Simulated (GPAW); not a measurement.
### How the form of the self-energy moves the gap of AlInSb2 (P-4m2)

It takes space group P-4m2 (No. 115, tetragonal). The conventional cell has a = 4.506 Å, b = 4.506 Å, c = 6.349 Å, α = 90.00°, β = 90.00°, γ = 90.00°. Nearest to Al lie 4 Sb at 2.70 Å. In has 4 Sb at 2.82 Å nearest. Nearest to Sb lie 2 Al at 2.70 Å and 2 In at 2.82 Å. Farther neighbours are not listed.

```yaml
method: DFT, LDA, plane waves, PAW (and 3 further levels or steps)
program: GPAW 26.7.0
settings_of_one_run: cutoff 450 eV, GPAW PAW setups 1.2.1 data release, 2×2×2 k-mesh, nbands 443
cost: 6 runs, 5 min in all on 4 MPI ranks of Arm Neoverse V1, shared host (the runs of this entry)
notes: The cell and positions are those that the Materials Project relaxed with its own functionals (PBE, PBE+U or r2SCAN), kept fixed. Limits: no spin-orbit coupling. Bands and cutoff are finite, so the gap is not at the basis limit. The miss can reach some tenths of an eV and take either sign; the mesh is an error of its own. The 2×2×2 mesh is coarse for this cell, which bears on the long-range parts of exchange and screening.
g0w0_godby_needs_plasmon_pole: 1.292 eV
one_shot_hse06: 1.268 eV
g0w0_extrapolated_in_the_cutoff: 1.257 eV
one_shot_hartree_fock: 6.558 eV
g0w0_full_frequency_hilbert_transform: 1.318 eV
known_limits: not at the basis limit; no spin-orbit coupling; coarse k mesh
```

One-shot HSE06: −0.024 eV against G0W0, Godby-Needs plasmon pole. G0W0, extrapolated in the cutoff: −0.036 eV against G0W0, Godby-Needs plasmon pole, at other bands or cutoff, so not like for like.

[Paths, hosts, dates, memory and timing lines, banners, echoed tables and standing remarks are left out of the program output.]

[Logs are printed without paths, hosts, clocks, repeated set-up lines and the standing remarks that a program may print on its own settings, such as how far it seeks lower states.]

[Runs of the session that timed out or met a known fault of the program may be left out.]

[Hosts, paths, dates, database ids (printed as entryN), source tags and the programs' standing remarks are cut or masked in the printed files.]
